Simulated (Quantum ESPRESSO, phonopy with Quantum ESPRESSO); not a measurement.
# BP (F-43m): phonons against volume, part 7 of 9

Which modes of BP drive its thermal expansion?

Experimental results on record:
- volume expansion coefficient 9.6 1e-6/K near room temperature (given in “Thermal expansion coefficients of high thermal conducting BAs and BP materials (three times its linear coefficient)”, 2019, arxiv:1906.04101)

Quantum ESPRESSO 7.5; DFT LDA, scalar-relativistic, plane waves, GBRV ultrasoft pseudopotentials.

So far. Step 12 (Phonons, V/V0 1.015): The time given is that of the 2 pw.x runs on displaced cells behind this step. Step 13 (Self-consistent run, V/V0 0.985): The run ends at a pressure of 2.59 GPa.

## (14) Zone-centre response

In a polar crystal the Born charges and ε∞ give the long-range dipole term that a finite supercell misses. They are those of this k-mesh and were not tested on a denser one; where the gap is small they converge slowly, and the LO modes with them.

ph.in reads:

```
phonons
 &inputph
    prefix='x',
    outdir='./tmp',
    fildyn='x.dyn',
    tr2_ph=1.0d-18,
    epsil=.true.,
 /
0.000000000 0.000000000 0.000000000
```

scf.in reads:

```
 &control
    calculation='scf',
    prefix='x',
    outdir='./tmp',
    pseudo_dir='./pseudo',
    tprnfor=.true.,
    tstress=.true.,
 /
 &system
    ibrav=0,
    nat=2,
    ntyp=2,
    ecutwfc=40.0,
    ecutrho=240.0,
    occupations='fixed',
    nbnd=6,
 /
 &electrons
    conv_thr=1.0d-12,
    mixing_beta=0.7,
    electron_maxstep=100,
 /
ATOMIC_SPECIES
 B      10.8100  B.upf
 P      30.9738  P.upf
CELL_PARAMETERS angstrom
     0.000000000    2.235915860    2.235915860
     2.235915860    0.000000000    2.235915860
     2.235915860    2.235915860    0.000000000
ATOMIC_POSITIONS crystal
 B      0.000000000   0.000000000   0.000000000
 P      0.250000000   0.250000000   0.250000000
K_POINTS automatic
 8 8 8 0 0 0
```

Command:

```
$ OMP_NUM_THREADS=1 mpirun -n 8 ph.x -nk 8 -in ph.in > ph.out
```

The program printed:

```text
[banner, memory and clock lines left out]
Program PHONON v.7.5

     ./tmp/x.save/

     IMPORTANT: XC functional enforced from input :
     Exchange-correlation= PZ
                           (   1   1   0   0   0   0   0)
     Any further DFT definition will be discarded
     Please, verify this is what you really want

     G-vector sticks info

     Reading collected, re-writing distributed wavefunctions in ./tmp/

     Number and degeneracy of irreps per q-point
       N         xq(1)         xq(2)         xq(3)   N irreps
[...]
freq (    1) =       0.014108 [THz] =       0.470593 [cm-1]
     freq (    2) =       0.014108 [THz] =       0.470593 [cm-1]
     freq (    3) =       0.014108 [THz] =       0.470593 [cm-1]
     freq (    4) =      24.962739 [THz] =     832.667345 [cm-1]
     freq (    5) =      24.962739 [THz] =     832.667345 [cm-1]
     freq (    6) =      24.962739 [THz] =     832.667345 [cm-1]
 **************************************************************************

     Mode symmetry, T_d (-43m)  point group:

     freq (   1-   3) =          0.5  [cm-1]   --> T_2  G_15 P_4   I+R
     freq (   4-   6) =        832.7  [cm-1]   --> T_2  G_15 P_4   I+R
```

Elapsed: 10 s, on 8 MPI ranks of Arm Neoverse V1, shared host; 80 s of CPU time.

ε∞:

```
9.52 0.00 0.00
0.00 9.52 0.00
0.00 0.00 9.52
```

The Born charges sum to zero within 0.073 e; the rest is removed before use. Acoustic frequencies in this log differ from zero by the error of the sum rule, which ph.x does not impose.

## (15) Forces on a displaced cell

One atom (for the harmonic constants) or a pair of atoms (for the cubic ones) is moved by a few hundredths of an ångström; the forces on all atoms give a column of force constants. The threshold is tight because the forces are small.

System of this step: BP. The cell holds 54 atoms: 27 B and 27 P. Cell: a = 9.486 Å, b = 9.486 Å, c = 9.486 Å, α = 60.0°, β = 60.0°, γ = 60.0°. It derives from BP, repeated 3×3×3.

disp-00001.in reads:

```
 &control
    calculation='scf',
    prefix='x',
    outdir='./tmp',
    pseudo_dir='./pseudo',
    tprnfor=.true.,
    disk_io='none',
 /
 &system
    ibrav=0,
    nat=54,
    ntyp=2,
    ecutwfc=40.0,
    ecutrho=240.0,
    occupations='fixed',
    nbnd=110,
 /
 &electrons
    conv_thr=1.0d-11,
    mixing_beta=0.7,
    electron_maxstep=100,
 /
ATOMIC_SPECIES
 B      10.8100  B.upf
 P      30.9738  P.upf
CELL_PARAMETERS angstrom
     0.000000000    6.707747580    6.707747580
     6.707747580    0.000000000    6.707747580
     6.707747580    6.707747580    0.000000000
ATOMIC_POSITIONS crystal
 B      0.002108329   0.000000000   0.000000000
 B      0.333333333   0.000000000   0.000000000
 B      0.666666667   0.000000000   0.000000000
 B      0.000000000   0.333333333   0.000000000
 B      0.333333333   0.333333333   0.000000000
 B      0.666666667   0.333333333   0.000000000
 B      0.000000000   0.666666667   0.000000000
 B      0.333333333   0.666666667   0.000000000
 B      0.666666667   0.666666667   0.000000000
 B      0.000000000   0.000000000   0.333333333
 B      0.333333333   0.000000000   0.333333333
 B      0.666666667   0.000000000   0.333333333
 B      0.000000000   0.333333333   0.333333333
 B      0.333333333   0.333333333   0.333333333
 B      0.666666667   0.333333333   0.333333333
 B      0.000000000   0.666666667   0.333333333
 B      0.333333333   0.666666667   0.333333333
 B      0.666666667   0.666666667   0.333333333
 B      0.000000000   0.000000000   0.666666667
 B      0.333333333   0.000000000   0.666666667
 B      0.666666667   0.000000000   0.666666667
 B      0.000000000   0.333333333   0.666666667
 B      0.333333333   0.333333333   0.666666667
 B      0.666666667   0.333333333   0.666666667
 B      0.000000000   0.666666667   0.666666667
 B      0.333333333   0.666666667   0.666666667
 B      0.666666667   0.666666667   0.666666667
 P      0.083333333   0.083333333   0.083333333
 P      0.416666667   0.083333333   0.083333333
 P      0.750000000   0.083333333   0.083333333
 P      0.083333333   0.416666667   0.083333333
 P      0.416666667   0.416666667   0.083333333
 P      0.750000000   0.416666667   0.083333333
 P      0.083333333   0.750000000   0.083333333
 P      0.416666667   0.750000000   0.083333333
 P      0.750000000   0.750000000   0.083333333
 P      0.083333333   0.083333333   0.416666667
 P      0.416666667   0.083333333   0.416666667
 P      0.750000000   0.083333333   0.416666667
 P      0.083333333   0.416666667   0.416666667
 P      0.416666667   0.416666667   0.416666667
 P      0.750000000   0.416666667   0.416666667
 P      0.083333333   0.750000000   0.416666667
 P      0.416666667   0.750000000   0.416666667
 P      0.750000000   0.750000000   0.416666667
 P      0.083333333   0.083333333   0.750000000
 P      0.416666667   0.083333333   0.750000000
 P      0.750000000   0.083333333   0.750000000
 P      0.083333333   0.416666667   0.750000000
 P      0.416666667   0.416666667   0.750000000
 P      0.750000000   0.416666667   0.750000000
 P      0.083333333   0.750000000   0.750000000
 P      0.416666667   0.750000000   0.750000000
 P      0.750000000   0.750000000   0.750000000
K_POINTS automatic
 3 3 3 0 0 0
```

Command:

```
$ OMP_NUM_THREADS=1 mpirun -n 4 pw.x -nk 4 -in disp-00001.in > disp-00001.out
```

The program printed:

```text
[banner, memory and clock lines left out]
Program PWSCF v.7.5

     Message from routine setup:
     using ibrav=0 with symmetry is DISCOURAGED, use correct ibrav instead

     G-vector sticks info

     bravais-lattice index     =            0
     lattice parameter (alat)  =      17.9263  a.u.
     unit-cell volume          =    4073.3969 (a.u.)^3
     number of atoms/cell      =           54
     number of atomic types    =            2
     number of electrons       =       216.00
[...]
atom    1 type  1   force =    -0.00045155   -0.01156332   -0.01156332
     atom    2 type  1   force =     0.00030850    0.00043053    0.00043053
     atom    3 type  1   force =    -0.00030613    0.00041339    0.00041339
[...]
atom   53 type  2   force =     0.00009631   -0.00002428   -0.00002428
     atom   54 type  2   force =     0.00000011   -0.00002244   -0.00002244

     Total force =     0.019195     Total SCF correction =     0.000001
     Message from routine punch:
     Nothing written, as per user request (disk_io='none')
[key lines of the parts left out:]
!    total energy              =    -594.27413610 Ry
convergence has been achieved in  17 iterations
```

Run time: 14 min. Hardware: 4 MPI ranks; 55 min of CPU time.

## (16) Lattice dynamics at this volume, V/V0 0.985

This step: DFT LDA, scalar-relativistic, plane waves, GBRV ultrasoft pseudopotentials (phonopy with Quantum ESPRESSO 4.10.0 / 7.5).

Run time: 14 min. Hardware: 8 threads.

No mode is imaginary beyond numerical noise along the path. The highest zone-centre mode (no LO–TO term) moved by +1.5 % for a volume change of -1.5 %.

The time given is that of the 2 pw.x runs on displaced cells behind this step.

## (17) Ground state at this cell, V/V0 1.03

A tight ground state at this cell gives the energy of this member; its pressure is the stress at this cutoff, which can carry an offset from the finite basis.

This step: DFT LDA, scalar-relativistic, plane waves, GBRV ultrasoft pseudopotentials (Quantum ESPRESSO 7.5).

System of this step: BP. The structure is cubic, space group F-43m (No. 216). The conventional cell has a = 4.539 Å, b = 4.539 Å, c = 4.539 Å, α = 90.00°, β = 90.00°, γ = 90.00°. B has 4 P at 1.97 Å nearest. Nearest to P lie 4 B at 1.97 Å. Farther neighbours are not listed.

scf.in: that of step 14 with these lines changed.

```diff
@@ -26,5 +26,5 @@
 CELL_PARAMETERS angstrom
-     0.000000000    2.235915860    2.235915860
-     2.235915860    0.000000000    2.235915860
-     2.235915860    2.235915860    0.000000000
+     0.000000000    2.269459593    2.269459593
+     2.269459593    0.000000000    2.269459593
+     2.269459593    2.269459593    0.000000000
 ATOMIC_POSITIONS crystal
```

Command:

```
$ OMP_NUM_THREADS=1 mpirun -n 8 pw.x -nk 8 -in scf.in > scf.out
```

The program printed:

```text
[banner, memory and clock lines left out]
Program PWSCF v.7.5

     Message from routine setup:
     using ibrav=0 with symmetry is DISCOURAGED, use correct ibrav instead

     G-vector sticks info

     bravais-lattice index     =            0
     lattice parameter (alat)  =       6.0651  a.u.
     unit-cell volume          =     157.7589 (a.u.)^3
     number of atoms/cell      =            2
     number of atomic types    =            2
     number of electrons       =         8.00
[...]
atom    2 type  2   force =     0.00000000   -0.00000000    0.00000000

     Total force =     0.000000     Total SCF correction =     0.000000

     Computing stress (Cartesian axis) and pressure

          total   stress  (Ry/bohr**3)                   (kbar)     P=      -50.13
[...]
-0.00000000  -0.00034076   0.00000000           -0.00      -50.13        0.00
   0.00000000   0.00000000  -0.00034076            0.00        0.00      -50.13

     XML data file, charge density, pseudopotentials, collected wavefunctions
[key lines of the parts left out:]
!    total energy              =     -22.00944166 Ry
convergence has been achieved in  15 iterations
```

It took 2 s on 8 MPI ranks.

The run ends at a pressure of -5.01 GPa.

## (18) Zone-centre response

In a polar crystal the Born charges and ε∞ give the long-range dipole term that a finite supercell misses. They are those of this k-mesh and were not tested on a denser one; where the gap is small they converge slowly, and the LO modes with them.

ph.in is that of step 14.

scf.in is that of step 17.

Command:

```
$ OMP_NUM_THREADS=1 mpirun -n 8 ph.x -nk 8 -in ph.in > ph.out
```

The program printed:

```text
[banner, memory and clock lines left out]
Program PHONON v.7.5

     ./tmp/x.save/

     IMPORTANT: XC functional enforced from input :
     Exchange-correlation= PZ
                           (   1   1   0   0   0   0   0)
     Any further DFT definition will be discarded
     Please, verify this is what you really want

     G-vector sticks info

     Reading collected, re-writing distributed wavefunctions in ./tmp/

     Number and degeneracy of irreps per q-point
       N         xq(1)         xq(2)         xq(3)   N irreps
[...]
freq (    1) =      -0.272796 [THz] =      -9.099487 [cm-1]
     freq (    2) =      -0.272796 [THz] =      -9.099487 [cm-1]
     freq (    3) =      -0.272796 [THz] =      -9.099487 [cm-1]
     freq (    4) =      23.859141 [THz] =     795.855282 [cm-1]
     freq (    5) =      23.859141 [THz] =     795.855282 [cm-1]
     freq (    6) =      23.859141 [THz] =     795.855282 [cm-1]
 **************************************************************************

     Mode symmetry, T_d (-43m)  point group:

     freq (   1-   3) =         -9.1  [cm-1]   --> T_2  G_15 P_4   I+R
     freq (   4-   6) =        795.9  [cm-1]   --> T_2  G_15 P_4   I+R
```

It took 12 s on 8 MPI ranks.

The Born charges sum to zero within 0.071 e; the rest is removed before use. Acoustic frequencies in this log differ from zero by the error of the sum rule, which ph.x does not impose.

## (19) A displaced supercell

One atom (for the harmonic constants) or a pair of atoms (for the cubic ones) is moved by a few hundredths of an ångström; the forces on all atoms give a column of force constants. The threshold is tight because the forces are small.

System of this step: BP. The cell holds 54 atoms: 27 B and 27 P. Its edges and angles: a = 9.629 Å, b = 9.629 Å, c = 9.629 Å, α = 60.0°, β = 60.0°, γ = 60.0°. It derives from BP, repeated 3×3×3.

disp-00001.in: that of step 15 with these lines changed.

```diff
@@ -26,7 +26,7 @@
 CELL_PARAMETERS angstrom
-     0.000000000    6.707747580    6.707747580
-     6.707747580    0.000000000    6.707747580
-     6.707747580    6.707747580    0.000000000
+     0.000000000    6.808378778    6.808378778
+     6.808378778    0.000000000    6.808378778
+     6.808378778    6.808378778    0.000000000
 ATOMIC_POSITIONS crystal
- B      0.002108329   0.000000000   0.000000000
+ B      0.002077166   0.000000000   0.000000000
  B      0.333333333   0.000000000   0.000000000
```

Command:

```
$ OMP_NUM_THREADS=1 mpirun -n 4 pw.x -nk 4 -in disp-00001.in > disp-00001.out
```

The program printed:

```text
[banner, memory and clock lines left out]
Program PWSCF v.7.5

     Message from routine setup:
     using ibrav=0 with symmetry is DISCOURAGED, use correct ibrav instead

     G-vector sticks info

     bravais-lattice index     =            0
     lattice parameter (alat)  =      18.1952  a.u.
     unit-cell volume          =    4259.4912 (a.u.)^3
     number of atoms/cell      =           54
     number of atomic types    =            2
     number of electrons       =       216.00
[...]
atom    1 type  1   force =    -0.00039739   -0.01041972   -0.01041972
     atom    2 type  1   force =     0.00028024    0.00037952    0.00037952
     atom    3 type  1   force =    -0.00027741    0.00036368    0.00036368
[...]
atom   53 type  2   force =     0.00008716   -0.00002092   -0.00002092
     atom   54 type  2   force =     0.00000002   -0.00002206   -0.00002206

     Total force =     0.017189     Total SCF correction =     0.000001
     Message from routine punch:
     Nothing written, as per user request (disk_io='none')
[key lines of the parts left out:]
!    total energy              =    -594.25744083 Ry
convergence has been achieved in  18 iterations
```

It took 14 min on 4 MPI ranks.

## (20) Lattice dynamics at this volume, V/V0 1.03

This step: DFT LDA, scalar-relativistic, plane waves, GBRV ultrasoft pseudopotentials (phonopy with Quantum ESPRESSO 4.10.0 / 7.5).

Run time: 15 min. Hardware: 8 threads.

Phonopy, LO-TO term from ph.x's tensors. The phonon branches at the labelled points (cm⁻¹):

```
    point  branch 1  branch 2  branch 3  branch 4  branch 5  branch 6
        Γ         0         0         0       796       796       801
  halfway       236       236       360       745       745       798
        X       310       310       517       684       684       776
  halfway       309       339       504       679       688       775
        U       303       396       467       667       699       775
jump to K       303       396       467       667       699       775
  halfway       211       267       366       750       760       780
        Γ         0         0         0       796       796       801
  halfway       175       175       343       771       771       784
        L       224       224       496       749       749       750
  halfway       281       343       470       690       724       772
        W       349       399       442       674       688       770
  halfway       330       344       491       679       686       773
        X       310       310       517       684       684       776
```

The phonon branches as a text plot (rows in cm⁻¹):

```
    785 |**************************************      ************
    752 |    ***              ***            ********
    718 |       ***        *****                    *****
    685 |          ***********                        ***********
    651 |                 *
    618 |
    585 |
    551 |
    518 |          *****                                      ***
    484 |         *     **                      *******      *
    451 |                 **                   *       ******
    418 |       **         *****             **          *
    384 |                ** **                         ** ***
    351 |     **       **       *           *         *  *****
    317 |          ********   **                     * **    ****
    284 |    *  ***        ***   **        *          *
    251 |     **              ***                 ****
    217 |                       *****          *****
    184 |  ***                           ** ***
    150 |                        ****      *
    117 |  **                      ***
     84 | *                          *  ***
     50 |                            *  *
     17 |*                            **
         Γ           X  U|K            Γ         L        W     X
```

No mode is imaginary beyond numerical noise along the path. The highest zone-centre mode (no LO–TO term) moved by -2.9 % for a volume change of +3.0 %.

The time given is that of the 2 pw.x runs on displaced cells behind this step.

## (21) Self-consistent run, V/V0 0.97

A tight ground state at this cell gives the energy of this member; its pressure is the stress at this cutoff, which can carry an offset from the finite basis.

This step: DFT LDA, scalar-relativistic, plane waves, GBRV ultrasoft pseudopotentials (Quantum ESPRESSO 7.5).

System of this step: BP. The structure is cubic, space group F-43m (No. 216). Conventional cell: a = 4.449 Å, b = 4.449 Å, c = 4.449 Å, α = 90.00°, β = 90.00°, γ = 90.00°. B has 4 P at 1.93 Å nearest. Nearest to P lie 4 B at 1.93 Å. Farther neighbours are not listed.

scf.in: that of step 18 with these lines changed.

```diff
@@ -26,5 +26,5 @@
 CELL_PARAMETERS angstrom
-     0.000000000    2.269459593    2.269459593
-     2.269459593    0.000000000    2.269459593
-     2.269459593    2.269459593    0.000000000
+     0.000000000    2.224507928    2.224507928
+     2.224507928    0.000000000    2.224507928
+     2.224507928    2.224507928    0.000000000
 ATOMIC_POSITIONS crystal
```

Command:

```
$ OMP_NUM_THREADS=1 mpirun -n 8 pw.x -nk 8 -in scf.in > scf.out
```

The program printed:

```text
[banner, memory and clock lines left out]
Program PWSCF v.7.5

     Message from routine setup:
     using ibrav=0 with symmetry is DISCOURAGED, use correct ibrav instead

     G-vector sticks info

     bravais-lattice index     =            0
     lattice parameter (alat)  =       5.9449  a.u.
     unit-cell volume          =     148.5691 (a.u.)^3
     number of atoms/cell      =            2
     number of atomic types    =            2
     number of electrons       =         8.00
[...]
atom    2 type  2   force =     0.00000000   -0.00000000   -0.00000000

     Total force =     0.000000     Total SCF correction =     0.000000

     Computing stress (Cartesian axis) and pressure

          total   stress  (Ry/bohr**3)                   (kbar)     P=       55.05
[...]
-0.00000000   0.00037426  -0.00000000           -0.00       55.05       -0.00
  -0.00000000  -0.00000000   0.00037426           -0.00       -0.00       55.05

     XML data file, charge density, pseudopotentials, collected wavefunctions
[key lines of the parts left out:]
!    total energy              =     -22.00941669 Ry
convergence has been achieved in  15 iterations
```

The job ended after 1.6 s (8 MPI ranks).

The run ends at a pressure of 5.50 GPa.

## (22) Zone-centre response

In a polar crystal the Born charges and ε∞ give the long-range dipole term that a finite supercell misses. They are those of this k-mesh and were not tested on a denser one; where the gap is small they converge slowly, and the LO modes with them.

ph.in is that of step 18.

scf.in is that of step 21.

Command:

```
$ OMP_NUM_THREADS=1 mpirun -n 8 ph.x -nk 8 -in ph.in > ph.out
```

The program printed:

```text
[banner, memory and clock lines left out]
Program PHONON v.7.5

     ./tmp/x.save/

     IMPORTANT: XC functional enforced from input :
     Exchange-correlation= PZ
                           (   1   1   0   0   0   0   0)
     Any further DFT definition will be discarded
     Please, verify this is what you really want

     G-vector sticks info

     Reading collected, re-writing distributed wavefunctions in ./tmp/

     Number and degeneracy of irreps per q-point
       N         xq(1)         xq(2)         xq(3)   N irreps
[...]
freq (    1) =      -0.210343 [THz] =      -7.016291 [cm-1]
     freq (    2) =      -0.210343 [THz] =      -7.016291 [cm-1]
     freq (    3) =      -0.210343 [THz] =      -7.016291 [cm-1]
     freq (    4) =      25.348172 [THz] =     845.524019 [cm-1]
     freq (    5) =      25.348172 [THz] =     845.524019 [cm-1]
     freq (    6) =      25.348172 [THz] =     845.524019 [cm-1]
 **************************************************************************

     Mode symmetry, T_d (-43m)  point group:

     freq (   1-   3) =         -7.0  [cm-1]   --> T_2  G_15 P_4   I+R
     freq (   4-   6) =        845.5  [cm-1]   --> T_2  G_15 P_4   I+R
```

Wall time 10 s (8 MPI ranks).

The Born charges sum to zero within 0.073 e; the rest is removed before use. Acoustic frequencies in this log differ from zero by the error of the sum rule, which ph.x does not impose.

[end of part 7 of 9]

[Logs are printed without paths, hosts, clocks, repeated set-up lines and the standing remarks that a program may print on its own settings, such as how far it seeks lower states.]

[Hosts, paths, dates, database ids (printed as entryN), source tags and the programs' standing remarks are cut or masked in the printed files.]

[A step with changed settings may run another functional than the one named; its input shows which.]

[Of the runs on displaced cells, only some may be shown.]
